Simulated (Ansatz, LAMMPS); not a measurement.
# Structural relaxation of a frame of liquid SiO0.5 from 3700 K (79 atoms), part 3 of 3

Aim: bring a frame of liquid SiO0.5 from 3700 K (79 atoms) to a nearby minimum of the energy and see what moves.

Ansatz 0.2.0; Kohn-Sham DFT, PBE, PAW (set soft_2), plane waves.

The cell: 53 Si and 26 O. The starting topology of bonds comes from the classical model. The Brillouin zone is sampled at Γ only, in a cell whose shortest periodic width is 11 Å.

So far, density (g/cm³): step 5 (distances and neighbours after relaxation) 2.25.

### 6. Single point at the relaxed geometry

One more single point at the end of the walk gives the fuller output and checks the residual forces.

input.yaml

```yaml
crystal:
  lattice:
    - [11.195, 0.0, 0.0]
    - [0.0, 11.195, 0.0]
    - [0.0, 0.0, 11.195]
  atoms:
    - { symbol: Si, position: [0.3402, 0.70474, 0.93294] }
    - { symbol: Si, position: [0.02412, 0.55781, 0.187] }
    - { symbol: Si, position: [0.24616, 0.08269, 0.8829] }
    - { symbol: Si, position: [0.26425, 0.84514, 0.59102] }
    - { symbol: Si, position: [0.29158, 0.83492, 0.30606] }
    - { symbol: Si, position: [0.45753, 0.02901, 0.88237] }
    - { symbol: Si, position: [0.74714, 0.84937, 0.83821] }
    - { symbol: Si, position: [0.70137, 0.83294, 0.21562] }
    - { symbol: Si, position: [0.20869, 0.99817, 0.44659] }
    - { symbol: Si, position: [0.61911, 0.30035, 0.69945] }
    - { symbol: Si, position: [0.11083, 0.93715, 0.7952] }
    - { symbol: Si, position: [0.1474, 0.37874, 0.20273] }
    - { symbol: Si, position: [0.68257, 0.92617, 0.56319] }
    - { symbol: Si, position: [0.75608, 0.02585, 0.95181] }
    - { symbol: Si, position: [0.655, 0.61248, 0.56784] }
    - { symbol: Si, position: [0.45346, 0.70245, 0.3606] }
    - { symbol: Si, position: [0.21032, 0.69822, 0.44615] }
    - { symbol: Si, position: [0.31419, 0.50266, 0.64986] }
    - { symbol: Si, position: [0.01076, 0.74101, 0.40376] }
    - { symbol: Si, position: [0.79366, 0.23713, 0.47466] }
    - { symbol: Si, position: [0.63105, 0.61925, 0.04802] }
    - { symbol: Si, position: [0.18645, 0.41492, 0.41511] }
    - { symbol: Si, position: [0.81019, 0.43792, 0.80101] }
    - { symbol: Si, position: [0.57725, 0.69153, 0.84564] }
    - { symbol: Si, position: [0.9555, 0.81269, 0.89241] }
    - { symbol: Si, position: [0.42589, 0.36284, 0.95669] }
    - { symbol: Si, position: [0.42319, 0.53563, 0.83706] }
    - { symbol: Si, position: [0.85902, 0.931, 0.10495] }
    - { symbol: Si, position: [0.56112, 0.21873, 0.89098] }
    - { symbol: Si, position: [0.94038, 0.32883, 0.96325] }
    - { symbol: Si, position: [0.56928, 0.99957, 0.05752] }
    - { symbol: Si, position: [0.43793, 0.6042, 0.16546] }
    - { symbol: Si, position: [0.92289, 0.80869, 0.65577] }
    - { symbol: Si, position: [0.49502, 0.98145, 0.66776] }
    - { symbol: Si, position: [0.00359, 0.95262, 0.37045] }
    - { symbol: Si, position: [0.44435, 0.25479, 0.59188] }
    - { symbol: Si, position: [0.92144, 0.62953, 0.80329] }
    - { symbol: Si, position: [0.25194, 0.71921, 0.1268] }
    - { symbol: Si, position: [0.35857, 0.40544, 0.15816] }
    - { symbol: Si, position: [0.77569, 0.28263, 0.22253] }
    - { symbol: Si, position: [0.0072, 0.41042, 0.5379] }
    - { symbol: Si, position: [0.85018, 0.03968, 0.49412] }
    - { symbol: Si, position: [0.02273, 0.98634, 0.59839] }
    - { symbol: Si, position: [0.04921, 0.41241, 0.80036] }
    - { symbol: Si, position: [0.86607, 0.56718, 0.59977] }
    - { symbol: Si, position: [0.66145, 0.18248, 0.06693] }
    - { symbol: Si, position: [0.97203, 0.07678, 0.20158] }
    - { symbol: Si, position: [0.64285, 0.77471, 0.41845] }
    - { symbol: Si, position: [0.46964, 0.53278, 0.49659] }
    - { symbol: Si, position: [0.39502, 0.35552, 0.41335] }
    - { symbol: Si, position: [0.08257, 0.20695, 0.08053] }
    - { symbol: Si, position: [0.84988, 0.45305, 0.11095] }
    - { symbol: Si, position: [0.28937, 0.28117, 0.82543] }
    - { symbol: O, position: [0.05468, 0.55945, 0.79156] }
    - { symbol: O, position: [0.12287, 0.64483, 0.11542] }
    - { symbol: O, position: [0.57413, 0.90315, 0.17171] }
    - { symbol: O, position: [0.88342, 0.18615, 0.25061] }
    - { symbol: O, position: [0.0422, 0.34589, 0.66726] }
    - { symbol: O, position: [0.7199, 0.25272, 0.60141] }
    - { symbol: O, position: [0.7094, 0.70998, 0.13426] }
    - { symbol: O, position: [0.77149, 0.855, 0.67473] }
    - { symbol: O, position: [0.21282, 0.5606, 0.38858] }
    - { symbol: O, position: [0.67003, 0.4335, 0.74505] }
    - { symbol: O, position: [0.20586, 0.83988, 0.72865] }
    - { symbol: O, position: [0.46004, 0.78741, 0.89157] }
    - { symbol: O, position: [0.91326, 0.31972, 0.47] }
    - { symbol: O, position: [0.19363, 0.13114, 0.01582] }
    - { symbol: O, position: [0.91473, 0.71335, 0.52641] }
    - { symbol: O, position: [0.18139, 0.37516, 0.84879] }
    - { symbol: O, position: [0.71108, 0.28328, 0.35827] }
    - { symbol: O, position: [0.3316, 0.31037, 0.67959] }
    - { symbol: O, position: [0.71733, 0.49814, 0.05125] }
    - { symbol: O, position: [0.42077, 0.32091, 0.2684] }
    - { symbol: O, position: [0.81457, 0.3055, 0.87658] }
    - { symbol: O, position: [0.40906, 0.87213, 0.61609] }
    - { symbol: O, position: [0.95834, 0.83752, 0.04229] }
    - { symbol: O, position: [0.61028, 0.67753, 0.69736] }
    - { symbol: O, position: [0.97298, 0.63803, 0.30301] }
    - { symbol: O, position: [0.44479, 0.10718, 0.60336] }
kpoints:
  mp_grid: { grid: [1, 1, 1] }
hamiltonian:
  xc: pbe
scf:
  occupations: { method: gaussian, width: 0.05 }
output:
  forces: true
  stress: true
  populations: true
  dos:
    method: { smearing: { sigma: 0.1 } }
    de: 0.1
    projected: { site_lists: { O: [O], Si: [Si] } }
  eigenvalues: true
  write_density: true
  write_potential: true
  volumetric_format: npy
  elf: true
```

Command:

```bash
ansatz run input.yaml --threads 4 --pin off --max-ram 8192MiB --backend cpu --events-out ev --progress --plain --runs-dir out
```

Numbers of over 12 decimals in the logs are rounded to 6 here.

The log of the run:

```text
[...]
Crystal: 79 atoms, lattice volume = 1403.047 Å³
Basis set: ecut = 420 eV, 27369 PW (Γ), exchange–correlation on 150×150×150 points (8 copies of the dense FFT grid, shifted against one another)
Bands: 263, of which v1, the nominal top of the filled ones, is band 184 counted from 1 (183 counted from 0)
Symmetry: 1 space group operations
[...]
k-points: 1
[...]
SCF iter   1: F=—  HF=-48455.882588 eV  |F-HF|=—  |Δ(HF+E_count)|=         —  Δρ=5.79e-3  dr2=1.37e0  ethr=1.77e-3  ⟨swp⟩=7.0  Hψ=1353  notcnv=0  defer=37
[...]
SCF iter  11: F=-48455.641459 eV  HF=-48455.641459 eV  |F-HF|=2.10e-8  |Δ(HF+E_count)|=   3.44e-8  Δρ=1.28e-6  dr2=4.21e-8  ethr=2.72e-11  ⟨swp⟩=18.0  Hψ=2452  notcnv=0
SCF 1 converged in 11 iterations: F = -48455.641459 eV  dr2 = 4.21e-8
[...]
SCF converged after 11 iterations
Free energy (F): -48455.641459 eV
[...]
Internal energy: -48455.641459 eV  (E = F + TS)
E sigma→0 (E₀):  -48455.641459 eV
Fermi energy:    5.606616 eV
[...]
--- Forces (eV/Å), atoms counted from 1 ---
  atom   1  Si    -0.00392161    -0.00769764    -0.00634758
  atom   2  Si     0.00267641    -0.00627785    -0.00275162
  atom   3  Si    -0.00120477     0.00237582     0.00740419
  atom   4  Si    -0.00016949    -0.00734969     0.01851678
  atom   5  Si     0.00469364     0.00269679     0.00472650
  atom   6  Si    -0.00239152    -0.00227050    -0.00099753
  atom   7  Si    -0.00283450    -0.00344959    -0.00472763
  atom   8  Si    -0.00027909    -0.00233368    -0.00574705
  atom   9  Si    -0.01011432    -0.00091869     0.00145985
  atom  10  Si    -0.00537055    -0.00963919     0.00345230
  atom  11  Si    -0.00549612    -0.00464475    -0.00896706
  atom  12  Si    -0.00048290     0.00888289    -0.00244573
  atom  13  Si    -0.00388903     0.00347572    -0.00051380
  atom  14  Si    -0.00069413    -0.00435368     0.00066089
[...]
atom  78  O     -0.01092682     0.00487907     0.00390986
  atom  79  O     -0.00877322    -0.00064654    -0.01813328
  max |Σ_I F_I| component: 3.73e-5 eV/Å
--- Stress (GPa, compression-positive) ---
        0.277436      -0.105284       0.670568
       -0.105284       0.956878      -0.451968
        0.670567      -0.451968      -2.611535
  P = ⅓ Tr σ = -0.4591 GPa (-4.591 kbar)
--- Band table (eV) ---
[...]
--- Löwdin populations: 79 sites ---
  site symbol       q [e]
     0     Si      3.4011
     1     Si      2.9979
     2     Si      3.5289
[...]
78      O      6.7456
  spilling = 0.014954 (of n_electrons = 368.000000)
```

Elapsed: 13 s, on 4 threads of Arm Neoverse V2, shared host; peak memory 1.4 GiB.

The run gave:

* free energy: -48455.6415 eV
* free energy per atom: -613.3626 eV/atom
* SCF cycles: 11
* pressure: -0.4591 GPa
* r.m.s. force component: 0.00914 eV/Å
* longest force: 0.04682 eV/Å
* Fermi energy: 5.607 eV
* gap (highest filled to lowest empty level): 0.4597 eV
* spilling of the projection: 0.01495

Löwdin charges by element (they lack the spilled electrons, 0.070 e an atom on average):

```
element  coordination  atoms  mean charge (e)  spread   least   most
      O           all     26           -0.735  0.0248  -0.773  -0.67
     Si           all     53            0.464   0.409  -0.149   1.40
```

Density of states as counts of states in windows of 1 eV (from the Fermi level), total and the larger projections:

| from (eV) | to (eV) | total | Si p | O p | Si s |
| --- | --- | --- | --- | --- | --- |
| -18 | -12 | 0.0 | 0.0 | 0.0 | 0.0 |
| -12 | -11 | 15.2 | 2.5 | 4.4 | 8.0 |
| -11 | -10 | 20.0 | 3.2 | 7.6 | 8.6 |
| -10 | -9 | 19.1 | 4.0 | 7.5 | 7.1 |
| -9 | -8 | 23.0 | 6.4 | 9.2 | 6.7 |
| -8 | -7 | 22.4 | 7.7 | 9.7 | 4.4 |
| -7 | -6 | 34.1 | 12.3 | 16.0 | 4.8 |
| -6 | -5 | 43.8 | 11.8 | 26.0 | 4.6 |
| -5 | -4 | 42.2 | 9.2 | 28.0 | 3.9 |
| -4 | -3 | 27.4 | 11.3 | 11.6 | 3.8 |
| -3 | -2 | 28.1 | 18.5 | 5.9 | 2.8 |
| -2 | -1 | 29.8 | 21.6 | 4.8 | 2.3 |
| -1 | 0 | 10.9 | 8.0 | 0.9 | 1.4 |
| 0 | 1 | 10.8 | 7.0 | 0.6 | 2.0 |
| 1 | 2 | 29.5 | 18.3 | 1.7 | 5.1 |
| 2 | 3 | 33.3 | 19.9 | 1.9 | 5.5 |
| 3 | 4 | 36.2 | 20.9 | 2.0 | 5.3 |
| 4 | 5 | 37.1 | 19.9 | 2.1 | 4.7 |

Between -23 and -18 eV lie 52 more states.

The levels nearest the highest filled one (over half full), pooled over k-points and spins:

```csv
level less the highest filled one (eV),occupation
-0.847,2
-0.589,2
-0.461,2
-0.355,2
-0.205,2
0,2
0.460,0
0.636,0
0.904,0
0.973,0
1.11,0
1.23,0
```

Electrostatic potential energy in the ac plane at fractional y = 0.702, with atoms of Si and O within 0.2 Å of it. With pseudopotentials it is smooth inside the atoms' cores, unlike the true potential.

Ten even steps from '0' (-46 eV) to '9' (10 eV), each cell a mean:
```
9999999973004799998899999999999
9999999861002788877889999999999
9999999974125888511379999999888
9999999998778987200168999988778
9999999999999998411379999987667
9999999999999999876689999988778
9999999999999999973259999998889
9999999999999999973259999998889
9999999999999999997789999998889
9999999999999999999888899998789
9999998899999999998878899983137
8999864578999999999888999983016
6688610037999889998878999997566
1268610037987546888667899999863
0268853468984001688767899999862
5678988889973000588889999999986
8899999999986435799999999999987
9999999999998888999999999999998
9999998888999889999999999999999
9999985325888889999985469999999
9997672001688889999961038999999
9997673003789999998873369999999
9999987667889999988778899999999
9999999887668899998788999999999
```
Columns run along a (11.2 Å; values clipped at the 3rd and 97th percentile), rows up along c (11.2 Å). Atoms in or near the plane, at fractional coordinates: Si at (0.34, 0.93), Si at (0.45, 0.36), Si at (0.21, 0.45), Si at (0.58, 0.85), Si at (0.25, 0.13), O at (0.71, 0.13), O at (0.91, 0.53).

Valence density in the ac plane at fractional y = 0.702, with atoms of Si and O within 0.2 Å of it. It is the smooth field of the valence electrons, not physical close to the nuclei.

Ten steps, logarithmic in the rise over the least value, from '_' (0.0 e/Å³) to '@' (6.5 e/Å³), each cell a mean:
```
..__________..--====--------::::::::------::..________........
::..________..::----::::--====------====--::..______..::::--::
--::________..::--------==========----==--::........::--======
--::..________..::::----------==--::::----::::....::::--======
::..______________..........::--------==--::......::::--====--
::..________________________....--==****++--........::--====--
::..__________________________..--**%%@@##==::......::--------
..____________________________..--**%%@@##==::......::------::
..____________....______________::==****++--::......::------::
..________....::::....__________..::------::::......--++**++--
--........::------::..____________..::------::::..::++%%@@%%**
--::::::----======--::............::----====--::..::++%%@@@@**
==--======--::------::::::::::::::::--======--::....--++##**++
----======--::::----------------------====----::..__..::--==--
----======------------------::--====--------::..______..::--==
++==--::::::--------------::::--==----::::::::..______..--++++
++==::......::::::::::----==------::::........________..--++**
==::..____....::::::::::--------::..............______..::==++
::........::::--------::------::::......::====--::______..::::
....::--====------==--------::::......--++##%%**==..__________
..::==****++==::::--==------::::::..::==##@@@@%%++::__________
..::==****++==----====--::::::::::::::==**%%%%##==..__________
__..::--==------======--::::......::::--==++==--::____________
______......::--======----::......::------::::..______________
```
Columns run along a (11.2 Å), rows up along c (11.2 Å). Atoms in or near the plane, at fractional coordinates: Si at (0.34, 0.93), Si at (0.45, 0.36), Si at (0.21, 0.45), Si at (0.58, 0.85), Si at (0.25, 0.13), O at (0.71, 0.13), O at (0.91, 0.53).

Mean Löwdin charges: O -0.73, Si +0.46 e (they miss 1.5 % of the electrons, so they add up to more than the cell's charge). The largest share in the top eV of filled states is Si p (76 % of the projected weight), and in the lowest eV of empty states Si p (70 % of the projected weight).

Local excerpt of 17 atoms (numbers count through the whole input) about Si20, whose charge lies farthest from its element's mean; x, y, z are measured from there.

```
atom      x      y      z  distance (Å)  Löwdin charge (e)
Si20   0.00   0.00   0.00          0.00               1.40
 O66   1.34   0.92  -0.05          1.63              -0.77
 O59  -0.83   0.17   1.42          1.65              -0.76
 O70  -0.92   0.52  -1.30          1.68              -0.75
Si42   0.63  -2.21   0.22          2.31              -0.04
 O57   1.00  -0.57  -2.51          2.76              -0.76
Si40  -0.20   0.51  -2.82          2.88               1.01
Si41   2.39   1.94   0.71          3.16               0.95
Si10  -1.95   0.71   2.52          3.26               0.93
 O58   2.78   1.22   2.16          3.72              -0.76
Si13  -1.24  -3.48   0.99          3.83               0.41
 O63  -1.38   2.20   3.03          3.99              -0.72
Si45   0.81   3.69   1.40          4.03               0.23
Si43   2.56  -2.81   1.39          4.05               0.02
Si47   2.00  -1.80  -3.06          4.07               0.50
Si35   2.35  -3.19  -1.17          4.13               0.02
Si36  -3.91   0.20   1.31          4.13               0.92
```

### 7. Another try, on a changed input

The input is spoilt on purpose; the run shows how that looks.

input.yaml

```yaml
crystal:
  lattice:
    - [11.195, 0.0, 0.0]
    - [0.0, 11.195, 0.0]
    - [0.0, 0.0, 11.195]
  atoms:
    [... the 79 atom lines of step 3 ...]
kpoints:
  mp_grid: { grid: [1, 1, 1] }
hamiltonian:
  xc: pbe
scf:
  occupations: { method: gaussian, width: 0.05 }
  max_iter: 50
output:
  forces: true
accuracy: "yes please"
```

The log of the run:

```text
Error: YAML parse error: error: line 95 column 1: unknown variant `yes please`, expected one of low, medium, high
  --> <input>:95:1
   |
93 | output:
94 |   forces: true
95 | accuracy: "yes please"
   | ^ unknown variant `yes please`, expected one of low, medium, high
```

Elapsed: 0.02 s, on 4 threads; peak memory 0.022 GiB.

The input was rejected at the start.

The program's message: “Error: YAML parse error: error: line 95 column 1: unknown variant `yes please`, expected one of low, medium, high”

The fault in the input: a value that the key doesn't take (accuracy = "yes please"). The fix is to take out accuracy.

### 8. Changed: scf.lower_state_search = "off" and scf.n_extra_bands = 2

Changed here: scf.lower_state_search = "off" and scf.n_extra_bands = 2.

input.yaml, the sections that differ from step 7:

```yaml
scf:
  occupations: { method: gaussian, width: 0.05 }
  n_extra_bands: 2
  lower_state_search: "off"
output:
  forces: true
  stress: true
  populations: true
  dos:
    method: { smearing: { sigma: 0.08 } }
    de: 0.1
    projected: { site_lists: { O: [O], Si: [Si] } }
  eigenvalues: true
# crystal, kpoints, hamiltonian: as in step 7
# accuracy: removed
```

The log of the run:

```text
[...]
Crystal: 79 atoms, lattice volume = 1403.047 Å³
Basis set: ecut = 420 eV, 27369 PW (Γ), exchange–correlation on 150×150×150 points (8 copies of the dense FFT grid, shifted against one another)
Bands: 186, of which v1, the nominal top of the filled ones, is band 184 counted from 1 (183 counted from 0)
Symmetry: 1 space group operations
[...]
k-points: 1
[...]
SCF iter   1: F=—  HF=-48407.670761 eV  |F-HF|=—  |Δ(HF+E_count)|=         —  Δρ=8.11e-3  dr2=2.43e0  ethr=1.77e-3  ⟨swp⟩=8.0  Hψ=1119  notcnv=0
[...]
SCF iter  14: F=—  HF=-48407.343309 eV  |F-HF|=—  |Δ(HF+E_count)|=   2.03e-8  Δρ=2.02e-6  dr2=1.75e-7  ethr=1.22e-10  ⟨swp⟩=2.0  Hψ=234  notcnv=0
SCF iter  15: F=-48407.343309 eV  HF=-48407.343309 eV  |F-HF|=6.28e-8  |Δ(HF+E_count)|=   9.53e-9  Δρ=1.23e-6  dr2=7.90e-8  ethr=2.72e-11  ⟨swp⟩=4.0  Hψ=696  notcnv=0
SCF 1 converged in 15 iterations: F = -48407.343309 eV  dr2 = 7.90e-8
[...]
SCF converged after 15 iterations
Free energy (F): -48407.343309 eV
[...]
Internal energy: -48407.302930 eV  (E = F + TS)
E sigma→0 (E₀):  -48407.323119 eV
Entropy (-TS):   -0.040379 eV (-0.511 meV/atom)
Fermi energy:    5.867160 eV
[...]
Σ components = -48407.343309   (vs F -48407.343309, Δ=0.00e0)
--- Forces (eV/Å), atoms counted from 1 ---
  atom   1  Si    -1.14658924     0.09913231     1.63476128
  atom   2  Si    -2.99245312     2.06277882     0.08214422
  atom   3  Si     2.54492253    -0.85019343    -1.92827068
  atom   4  Si    -6.42095278     0.42629097     1.88368475
[...]
atom  79  O     -0.41248360     1.09738339     0.80901224
  max |Σ_I F_I| component: 1.96e-4 eV/Å
--- Stress (GPa, compression-positive) ---
        6.843681      -1.154447      -1.027202
       -1.154449       6.617224      -0.300545
       -1.027203      -0.300545       6.642124
  P = ⅓ Tr σ = 6.7010 GPa (67.010 kbar)
--- Band table (eV) ---
[...]
--- Löwdin populations: 79 sites ---
  site symbol       q [e]
     0     Si      3.6495
     1     Si      3.2005
     2     Si      3.4668
[...]
78      O      6.7017
  spilling = 0.015851 (of n_electrons = 368.000000)
```

Run time: 12 s. Hardware: 4 threads; peak memory 1.2 GiB.

Geometry and reference: those of the single point at the start.

Forces differ from those of the single point at the start by 0.026 meV/Å r.m.s., 0.0013 % of their size. It took 0.94 times the reference's time (shared host, so rough).

### 9. Results

```json
{
  "energy change in the relaxation": "-611.4 meV/atom",
  "r.m.s. displacement": "1.056 Å",
  "largest displacement": "2.625 Å",
  "free energy per atom": "-613.3626 eV/atom",
  "pressure": "-0.4591 GPa",
  "r.m.s. force component": "0.00914 eV/Å",
  "gap (highest filled to lowest empty level)": "0.4597 eV",
  "wall time of the 4 DFT runs": "7.1 min"
}
```

What this shows: Relaxation lowers the energy by 611 meV/atom and moves atoms by 1.1 Å r.m.s.; the r.m.s. force component goes from 2.0 to 0.0091 eV/Å, the pressure goes from 6.7 to -0.46 GPa. From the first step to the last the energy fell by 48.298 eV, and the largest move was 2.63 Å (Si43). The highest filled and lowest empty levels differ by 0.460 eV (at Γ alone); a semilocal functional tends to put such gaps too low. In a disordered cell it changes from sample to sample and from frame to frame.

Caveats: The starting topology of bonds comes from the classical model; in DFT atoms moved by 1.1 Å r.m.s. The stress is far from hydrostatic: its diagonal is 0.3, 1.0, -2.6 GPa, compression counted positive.

[Logs are printed without paths, hosts, clocks, repeated set-up lines and the standing remarks that a program may print on its own settings, such as how far it seeks lower states.]

[Hosts, paths, dates, database ids (printed as entryN), source tags and the programs' standing remarks are cut or masked in the printed files.]
